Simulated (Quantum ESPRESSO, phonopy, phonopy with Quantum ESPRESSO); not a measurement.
# SiC (F-43m): phonons against volume, part 8 of 8

Wanted: mode Grüneisen parameters of SiC and a free-energy fit over volumes.

Quantum ESPRESSO 7.5; DFT LDA, scalar-relativistic, plane waves, GBRV ultrasoft pseudopotentials.

So far. Step 21 (Self-consistent run, V/V0 0.97): The run ends at a pressure of 7.39 GPa. Step 22 (Zone-centre response): The Born charges sum to zero within 0.0025 e; the rest is removed before use. Acoustic frequencies in this log differ from zero by the error of the sum rule, which ph.x does not impose.

## (24) Phonons, V/V0 0.97

This step: DFT LDA, scalar-relativistic, plane waves, GBRV ultrasoft pseudopotentials (phonopy with Quantum ESPRESSO 4.10.0 / 7.5).

The job ended after 11 min (8 threads of Arm Neoverse V1, shared host; 82 min of CPU time).

No mode is imaginary beyond numerical noise along the path. The highest zone-centre mode (no LO–TO term) moved by +3.5 % for a volume change of -3.0 %.

The time given is that of the 2 pw.x runs on displaced cells behind this step.

## (25) Self-consistent run, V/V0 1.05

A tight ground state at this cell gives the energy of this member; its pressure is the stress at this cutoff, which can carry an offset from the finite basis.

This step: DFT LDA, scalar-relativistic, plane waves, GBRV ultrasoft pseudopotentials (Quantum ESPRESSO 7.5).

System of this step: SiC. It takes space group F-43m (No. 216, cubic). The conventional cell has a = 4.399 Å, b = 4.399 Å, c = 4.399 Å, α = 90.00°, β = 90.00°, γ = 90.00°. Si has 4 C at 1.90 Å nearest. C has 4 Si at 1.90 Å nearest. Farther neighbours are not listed.

Input file scf.in:

```
 &control
    calculation='scf',
    prefix='x',
    outdir='./tmp',
    pseudo_dir='./pseudo',
    tprnfor=.true.,
    tstress=.true.,
 /
 &system
    ibrav=0,
    nat=2,
    ntyp=2,
    ecutwfc=45.0,
    ecutrho=270.0,
    occupations='fixed',
    nbnd=6,
 /
 &electrons
    conv_thr=1.0d-12,
    mixing_beta=0.7,
    electron_maxstep=100,
 /
ATOMIC_SPECIES
 Si     28.0850  Si.upf
 C      12.0110  C.upf
CELL_PARAMETERS angstrom
     0.000000000    2.199600212    2.199600212
     2.199600212    0.000000000    2.199600212
     2.199600212    2.199600212    0.000000000
ATOMIC_POSITIONS crystal
 Si     0.000000000   0.000000000   0.000000000
 C      0.250000000   0.250000000   0.250000000
K_POINTS automatic
 12 12 12 0 0 0
```

On the command line:

```sh
> OMP_NUM_THREADS=1 mpirun -n 8 pw.x -nk 8 -in scf.in > scf.out
```

The log of the run:

```text
[banner, memory and clock lines left out]
Program PWSCF v.7.5

     Message from routine setup:
     using ibrav=0 with symmetry is DISCOURAGED, use correct ibrav instead

     G-vector sticks info

     bravais-lattice index     =            0
     lattice parameter (alat)  =       5.8784  a.u.
     unit-cell volume          =     143.6342 (a.u.)^3
     number of atoms/cell      =            2
     number of atomic types    =            2
     number of electrons       =         8.00
[...]
atom    2 type  2   force =    -0.00000000    0.00000000   -0.00000000

     Total force =     0.000000     Total SCF correction =     0.000000

     Computing stress (Cartesian axis) and pressure

          total   stress  (Ry/bohr**3)                   (kbar)     P=     -101.78
[...]
-0.00000000  -0.00069189  -0.00000000           -0.00     -101.78       -0.00
  -0.00000000  -0.00000000  -0.00069189           -0.00       -0.00     -101.78

     XML data file, charge density, pseudopotentials, collected wavefunctions
[key lines of the parts left out:]
!    total energy              =     -21.19810481 Ry
convergence has been achieved in  12 iterations
```

Run time: 1.9 s. Hardware: 8 MPI ranks.

The run ends at a pressure of -10.18 GPa.

## (26) Born charges and dielectric tensor

In a polar crystal the Born charges and ε∞ give the long-range dipole term that a finite supercell misses. They are those of this k-mesh and were not tested on a denser one; where the gap is small they converge slowly, and the LO modes with them.

Input file ph.in:

```
phonons
 &inputph
    prefix='x',
    outdir='./tmp',
    fildyn='x.dyn',
    tr2_ph=1.0d-18,
    epsil=.true.,
 /
0.000000000 0.000000000 0.000000000
```

scf.in is that of step 25.

On the command line:

```sh
> OMP_NUM_THREADS=1 mpirun -n 8 ph.x -nk 8 -in ph.in > ph.out
```

The log of the run:

```text
[banner, memory and clock lines left out]
Program PHONON v.7.5

     ./tmp/x.save/

     IMPORTANT: XC functional enforced from input :
     Exchange-correlation= PZ
                           (   1   1   0   0   0   0   0)
     Any further DFT definition will be discarded
     Please, verify this is what you really want

     G-vector sticks info

     Reading collected, re-writing distributed wavefunctions in ./tmp/

     Number and degeneracy of irreps per q-point
       N         xq(1)         xq(2)         xq(3)   N irreps
[...]
freq (    1) =      -0.255771 [THz] =      -8.531601 [cm-1]
     freq (    2) =      -0.255771 [THz] =      -8.531601 [cm-1]
     freq (    3) =      -0.255771 [THz] =      -8.531601 [cm-1]
     freq (    4) =      22.647550 [THz] =     755.440940 [cm-1]
     freq (    5) =      22.647550 [THz] =     755.440940 [cm-1]
     freq (    6) =      22.647550 [THz] =     755.440940 [cm-1]
 **************************************************************************

     Mode symmetry, T_d (-43m)  point group:

     freq (   1-   3) =         -8.5  [cm-1]   --> T_2  G_15 P_4   I+R
     freq (   4-   6) =        755.4  [cm-1]   --> T_2  G_15 P_4   I+R
```

Wall time 15 s (8 MPI ranks); 2 min of CPU time.

ε∞:

```
7.06 0.00 0.00
0.00 7.06 0.00
0.00 0.00 7.06
```

The Born charges sum to zero within 0.0023 e; the rest is removed before use. Acoustic frequencies in this log differ from zero by the error of the sum rule, which ph.x does not impose.

## (27) A displaced supercell

One atom (for the harmonic constants) or a pair of atoms (for the cubic ones) is moved by a few hundredths of an ångström; the forces on all atoms give a column of force constants. The threshold is tight because the forces are small.

System of this step: SiC. The cell holds 54 atoms: 27 Si and 27 C. Its edges and angles: a = 9.332 Å, b = 9.332 Å, c = 9.332 Å, α = 60.0°, β = 60.0°, γ = 60.0°. It derives from SiC, repeated 3×3×3.

Input file disp-00001.in:

```
 &control
    calculation='scf',
    prefix='x',
    outdir='./tmp',
    pseudo_dir='./pseudo',
    tprnfor=.true.,
    disk_io='none',
 /
 &system
    ibrav=0,
    nat=54,
    ntyp=2,
    ecutwfc=45.0,
    ecutrho=270.0,
    occupations='fixed',
    nbnd=110,
 /
 &electrons
    conv_thr=1.0d-11,
    mixing_beta=0.7,
    electron_maxstep=100,
 /
ATOMIC_SPECIES
 Si     28.0850  Si.upf
 C      12.0110  C.upf
CELL_PARAMETERS angstrom
     0.000000000    6.598800635    6.598800635
     6.598800635    0.000000000    6.598800635
     6.598800635    6.598800635    0.000000000
ATOMIC_POSITIONS crystal
 Si     0.002143137   0.000000000   0.000000000
 Si     0.333333333   0.000000000   0.000000000
 Si     0.666666667   0.000000000   0.000000000
 Si     0.000000000   0.333333333   0.000000000
 Si     0.333333333   0.333333333   0.000000000
 Si     0.666666667   0.333333333   0.000000000
 Si     0.000000000   0.666666667   0.000000000
 Si     0.333333333   0.666666667   0.000000000
 Si     0.666666667   0.666666667   0.000000000
 Si     0.000000000   0.000000000   0.333333333
 Si     0.333333333   0.000000000   0.333333333
 Si     0.666666667   0.000000000   0.333333333
 Si     0.000000000   0.333333333   0.333333333
 Si     0.333333333   0.333333333   0.333333333
 Si     0.666666667   0.333333333   0.333333333
 Si     0.000000000   0.666666667   0.333333333
 Si     0.333333333   0.666666667   0.333333333
 Si     0.666666667   0.666666667   0.333333333
 Si     0.000000000   0.000000000   0.666666667
 Si     0.333333333   0.000000000   0.666666667
 Si     0.666666667   0.000000000   0.666666667
 Si     0.000000000   0.333333333   0.666666667
 Si     0.333333333   0.333333333   0.666666667
 Si     0.666666667   0.333333333   0.666666667
 Si     0.000000000   0.666666667   0.666666667
 Si     0.333333333   0.666666667   0.666666667
 Si     0.666666667   0.666666667   0.666666667
 C      0.083333333   0.083333333   0.083333333
 C      0.416666667   0.083333333   0.083333333
 C      0.750000000   0.083333333   0.083333333
 C      0.083333333   0.416666667   0.083333333
 C      0.416666667   0.416666667   0.083333333
 C      0.750000000   0.416666667   0.083333333
 C      0.083333333   0.750000000   0.083333333
 C      0.416666667   0.750000000   0.083333333
 C      0.750000000   0.750000000   0.083333333
 C      0.083333333   0.083333333   0.416666667
 C      0.416666667   0.083333333   0.416666667
 C      0.750000000   0.083333333   0.416666667
 C      0.083333333   0.416666667   0.416666667
 C      0.416666667   0.416666667   0.416666667
 C      0.750000000   0.416666667   0.416666667
 C      0.083333333   0.750000000   0.416666667
 C      0.416666667   0.750000000   0.416666667
 C      0.750000000   0.750000000   0.416666667
 C      0.083333333   0.083333333   0.750000000
 C      0.416666667   0.083333333   0.750000000
 C      0.750000000   0.083333333   0.750000000
 C      0.083333333   0.416666667   0.750000000
 C      0.416666667   0.416666667   0.750000000
 C      0.750000000   0.416666667   0.750000000
 C      0.083333333   0.750000000   0.750000000
 C      0.416666667   0.750000000   0.750000000
 C      0.750000000   0.750000000   0.750000000
K_POINTS automatic
 3 3 3 0 0 0
```

On the command line:

```sh
> OMP_NUM_THREADS=1 mpirun -n 4 pw.x -nk 4 -in disp-00001.in > disp-00001.out
```

The log of the run:

```text
[banner, memory and clock lines left out]
Program PWSCF v.7.5

     Message from routine setup:
     using ibrav=0 with symmetry is DISCOURAGED, use correct ibrav instead

     G-vector sticks info

     bravais-lattice index     =            0
     lattice parameter (alat)  =      17.6351  a.u.
     unit-cell volume          =    3878.1234 (a.u.)^3
     number of atoms/cell      =           54
     number of atomic types    =            2
     number of electrons       =       216.00
[...]
atom    1 type  1   force =    -0.00041921   -0.01294998   -0.01294998
     atom    2 type  1   force =    -0.00026097    0.00141366    0.00141366
     atom    3 type  1   force =     0.00026667    0.00138521    0.00138521
[...]
atom   53 type  2   force =     0.00013746    0.00000778    0.00000778
     atom   54 type  2   force =     0.00000070   -0.00003241   -0.00003241

     Total force =     0.020837     Total SCF correction =     0.000003
     Message from routine punch:
     Nothing written, as per user request (disk_io='none')
[key lines of the parts left out:]
!    total energy              =    -572.34769586 Ry
convergence has been achieved in  16 iterations
```

Elapsed: 11 min, on 4 MPI ranks.

## (28) Phonons, V/V0 1.05

This step: DFT LDA, scalar-relativistic, plane waves, GBRV ultrasoft pseudopotentials (phonopy with Quantum ESPRESSO 4.10.0 / 7.5).

The job ended after 11 min (8 threads).

No mode is imaginary beyond numerical noise along the path. The highest zone-centre mode (no LO–TO term) moved by -5.4 % for a volume change of +5.0 %.

The time given is that of the 2 pw.x runs on displaced cells behind this step.

## (29) Mode Grüneisen parameters

This step: DFT LDA, scalar-relativistic, plane waves, GBRV ultrasoft pseudopotentials (phonopy 4.10.0).

This step gave:

```yaml
share_of_modes_with_a_negative_grueneisen_parameter: 0.049
```

Mean Grüneisen, by row:

| T (K) | heat-capacity-weighted mean | root mean square |
| --- | --- | --- |
| 50 | 0.109 | 0.344 |
| 100 | 0.248 | 0.412 |
| 200 | 0.517 | 0.693 |
| 300 | 0.679 | 0.84 |
| 500 | 0.793 | 0.933 |
| 800 | 0.837 | 0.966 |

Table of mean mode Grueneisen parameter by wavenumber:

| wavenumber (cm⁻¹) | mean mode Grueneisen parameter |
| --- | --- |
| 16 | - |
| 49 | -0.118 |
| 81 | 0.154 |
| 114 | -0.01 |
| 146 | 0.164 |
| 178 | 0.0595 |
| 211 | 0.116 |
| 243 | 0.124 |
| 276 | 0.135 |
| 308 | 0.216 |
| 340 | 0.303 |
| 373 | 0.397 |
| 405 | 0.525 |
| 438 | 0.567 |
| 470 | 0.875 |
| 502 | 0.926 |
| 535 | 0.928 |
| 567 | 0.914 |
| 600 | 0.896 |
| 632 | 0.836 |
| 665 | - |
| 697 | - |
| 729 | - |
| 762 | 1.35 |
| 794 | 1.26 |
| 827 | - |
| 859 | 1.18 |
| 892 | 1.1 |
| 924 | 1.08 |
| 956 | 1.07 |

Volume series, by row:

| V/V0 | V (Å³/atom) | pressure (GPa) | E - E0 (meV/atom) | gap (eV) | zero-point energy (meV/atom) | lowest on the path (cm⁻¹) | highest at Gamma without the LO-TO term (cm⁻¹) |
| --- | --- | --- | --- | --- | --- | --- | --- |
| 0.97 | 9.831 | 7.392 | 7.1 | 1.274 | 114.6 | 0 | 826.8 |
| 0.985 | 9.983 | 3.557 | 1.812 | 1.288 | 112.8 | 0 | 812.6 |
| 1 | 10.14 | -0.008 | 0 | 1.301 | 111.1 | 0 | 798.8 |
| 1.015 | 10.29 | -3.323 | 1.483 | 1.314 | 109.4 | 0 | 785.4 |
| 1.03 | 10.44 | -6.405 | 6.006 | 1.325 | 107.7 | 0 | 772.4 |
| 1.05 | 10.64 | -10.18 | 16.36 | 1.341 | 105.6 | 0 | 755.7 |

Table of optical frequency at Gamma without the LO-TO term, mode 4 by V/V0:

| V/V0 | optical frequency at Gamma without the LO-TO term, mode 4 (cm⁻¹) |
| --- | --- |
| 0.9700 | 827 |
| 0.9850 | 813 |
| 1.0000 | 799 |
| 1.0150 | 785 |
| 1.0300 | 772 |
| 1.0500 | 756 |

Grüneisen at points, by row:

| point | branch | frequency (cm⁻¹) | mode Grüneisen parameter |
| --- | --- | --- | --- |
| Γ | 4 | 798.8 | 1.13 |
| Γ | 6 | 974.1 | 1.07 |
| X | 1 | 370.9 | 0.26 |
| X | 3 | 625.1 | 0.83 |
| X | 4 | 772 | 1.44 |
| X | 6 | 852.6 | 1.14 |
| U | 1 | 353.2 | 0.12 |
| U | 2 | 446.5 | 0.54 |
| U | 3 | 568.1 | 0.89 |
| U | 4 | 764.6 | 1.43 |
| U | 5 | 765.6 | 1.31 |
| U | 6 | 859.6 | 1.22 |
| K | 1 | 353.2 | 0.12 |
| K | 2 | 446.5 | 0.54 |
| K | 3 | 568.1 | 0.89 |
| K | 4 | 764.6 | 1.43 |
| K | 5 | 765.6 | 1.31 |
| K | 6 | 859.6 | 1.22 |
| L | 1 | 267.5 | -0.04 |
| L | 3 | 610.3 | 0.96 |
| L | 4 | 772.3 | 1.31 |
| L | 6 | 848.5 | 1.15 |
| W | 1 | 398.4 | 0.59 |
| W | 2 | 439.9 | 0.21 |
| W | 3 | 551.5 | 0.94 |
| W | 4 | 755.9 | 1.27 |
| W | 5 | 777.6 | 1.45 |
| W | 6 | 855.7 | 1.24 |

The printed pressures lie 0.11 GPa below −dE/dV of the same runs on average, in a series that spans 18 GPa: energy and stress disagree, as they do when the basis is incomplete, so the pressures are not converged.

## (30) Quasi-harmonic fit by phonopy

This step gave:

* volume expansion coefficient at 300 K: 6.84 1e-6/K
* isothermal bulk modulus at 300 K: 223.3 GPa
* C_P at 300 K: 13.56 J/mol-atom/K
* Grüneisen parameter at 300 K: 0.694

The energy (each curve on its own zero) by volume; values in meV/atom:

| volume (Å³/atom) | static | F at 0 K | F at 300 K | F at 1300 K |
| --- | --- | --- | --- | --- |
| 9.831 | 7.1 | 11.5 | 11.9 | 18.9 |
| 9.983 | 1.81 | 4.44 | 4.67 | 8.96 |
| 10.135 | 0 | 0.89 | 0.98 | 2.56 |
| 10.287 | 1.48 | 0.67 | 0.62 | -0.56 |
| 10.440 | 6.01 | 3.53 | 3.33 | -0.64 |
| 10.642 | 16.4 | 11.7 | 11.3 | 3.58 |

Phonopy-qha, vinet fit of F(V) at each temperature; no electronic free energy. Qha vinet, by row:

| T (K) | fitted volume (Å³/atom) | alpha_V (1e-6/K) | B_T (GPa) | C_P (J/mol-atom/K) | Grueneisen |
| --- | --- | --- | --- | --- | --- |
| 100 | 10.22 | 0.47 | 224.4 | 2.278 | 0.2843 |
| 150 | 10.22 | 1.57 | 224.3 | 5.229 | 0.4136 |
| 200 | 10.22 | 3.23 | 224.1 | 8.288 | 0.5369 |
| 250 | 10.23 | 5.09 | 223.7 | 11.12 | 0.6297 |
| 300 | 10.23 | 6.84 | 223.3 | 13.56 | 0.6938 |
| 350 | 10.23 | 8.35 | 222.8 | 15.56 | 0.7378 |
| 400 | 10.24 | 9.6 | 222.2 | 17.16 | 0.7685 |
| 450 | 10.24 | 10.63 | 221.6 | 18.44 | 0.7907 |
| 500 | 10.25 | 11.47 | 220.9 | 19.47 | 0.8071 |
| 550 | 10.25 | 12.17 | 220.3 | 20.3 | 0.8196 |
| 600 | 10.26 | 12.74 | 219.6 | 20.98 | 0.8294 |
| 650 | 10.27 | 13.23 | 218.9 | 21.54 | 0.8372 |
| 700 | 10.27 | 13.64 | 218.2 | 22 | 0.8436 |
| 750 | 10.28 | 13.99 | 217.5 | 22.39 | 0.849 |
| 800 | 10.29 | 14.3 | 216.8 | 22.72 | 0.8535 |
| 850 | 10.3 | 14.57 | 216.1 | 23 | 0.8574 |
| 900 | 10.3 | 14.81 | 215.3 | 23.25 | 0.8608 |
| 950 | 10.31 | 15.02 | 214.6 | 23.46 | 0.8639 |
| 1000 | 10.32 | 15.22 | 213.9 | 23.65 | 0.8666 |
| 1050 | 10.33 | 15.39 | 213.2 | 23.82 | 0.869 |
| 1100 | 10.33 | 15.56 | 212.4 | 23.96 | 0.8713 |
| 1150 | 10.34 | 15.71 | 211.7 | 24.1 | 0.8733 |
| 1200 | 10.35 | 15.85 | 210.9 | 24.22 | 0.8753 |
| 1250 | 10.36 | 15.99 | 210.2 | 24.33 | 0.8771 |

Table of volume expansion coefficient, phonopy-qha, Vinet by temperature:

| temperature (K) | volume expansion coefficient, phonopy-qha, Vinet (1e-6/K) |
| --- | --- |
| 75 | 0.18 |
| 100 | 0.47 |
| 150 | 1.57 |
| 175 | 2.35 |
| 200 | 3.23 |
| 225 | 4.16 |
| 275 | 5.99 |
| 300 | 6.84 |
| 325 | 7.62 |
| 375 | 9.01 |
| 400 | 9.6 |
| 425 | 10.1 |
| 475 | 11.1 |
| 500 | 11.5 |
| 525 | 11.8 |
| 550 | 12.2 |
| 600 | 12.7 |
| 625 | 13.0 |
| 650 | 13.2 |
| 700 | 13.6 |
| 725 | 13.8 |
| 750 | 14.0 |
| 800 | 14.3 |
| 825 | 14.4 |
| 850 | 14.6 |
| 875 | 14.7 |
| 925 | 14.9 |
| 950 | 15.0 |
| 975 | 15.1 |
| 1025 | 15.3 |
| 1050 | 15.4 |
| 1075 | 15.5 |
| 1125 | 15.6 |
| 1150 | 15.7 |
| 1175 | 15.8 |
| 1200 | 15.8 |
| 1250 | 16.0 |
| 1275 | 16.1 |

The fit gives a volume expansion of 6.84 × 10⁻⁶/K at 300 K.

## (31) What came out

* volume expansion coefficient at 300 K: 6.84 1e-6/K
* isothermal bulk modulus at 300 K: 223.3 GPa
* C_P at 300 K: 13.56 J/mol-atom/K
* Grüneisen parameter at 300 K: 0.694
* mean mode Grüneisen parameter at 300 K: 0.679

What this shows: Near room temperature SiC expands by 6.84 × 10⁻⁶/K in volume by LDA, with C_P = 13.6 J/(mol K) per mole of atoms and B_T = 223 GPa. C_P at room temperature is 54 % of the classical 3R an atom, so the stiffest modes are still partly frozen out. The heat-capacity-weighted Grüneisen parameter goes from 0.109 at 50 K to 0.837 at 800 K; 5 % of the modes stiffen on expansion. Weighting γ by the density of states and each mode's heat capacity at 300 K, modes below 330 cm⁻¹ give about 6 % of the sum of γC that drives the expansion, those up to 650 cm⁻¹ 37 % and the rest 56 %. Among the labelled points γ is largest for branch 5 at W (778 cm⁻¹, 1.4) and most negative for branch 1 at L (268 cm⁻¹, -0.04). The printed pressures lie 0.11 GPa below −dE/dV of the same runs on average, in a series that spans 18 GPa: energy and stress disagree, as they do when the basis is incomplete, so the pressures are not converged. The supercell is 7.6 Å across at its narrowest and was not tested against a larger one: only its own wavevectors are exact, and acoustic branches between them, with the entropy at low temperature, can be off.

Comparison with the measured values:

```
                         quantity  measured  LDA GBRV ultrasoft, Quantum ESPRESSO
           lattice constant a (Å)     4.357                        4.328 (-0.7 %)
            Raman mode, TO (cm⁻¹)       796                          798 (+0.3 %)
infrared mode, TO at Gamma (cm⁻¹)     797.5                          798 (+0.1 %)
```

Measured values from arxiv:1210.3244 (2012), pmc:7200658 (2020) and arxiv:0803.1210 (2008).

How well it matches: The lattice constant a is off by -0.7 %: good agreement. The Raman mode is off by +0.3 %: good agreement. The infrared mode is off by +0.1 %: good agreement. The grades are ours: good and fair within 0.7 and 1.5 % for the lattice constant a, 3 and 7 % for the Raman mode and 3 and 7 % for the infrared mode. Zero-point motion and thermal expansion (measured at up to 300 K) are not in the computed lattice constants, Raman mode and infrared mode. Limits of convergence are named above.

[Logs are printed without paths, hosts, clocks, repeated set-up lines and the standing remarks that a program may print on its own settings, such as how far it seeks lower states.]

[Hosts, paths, dates, database ids (printed as entryN), source tags and the programs' standing remarks are cut or masked in the printed files.]

[A step with changed settings may run another functional than the one named; its input shows which.]

[Of the runs on displaced cells, only some may be shown.]
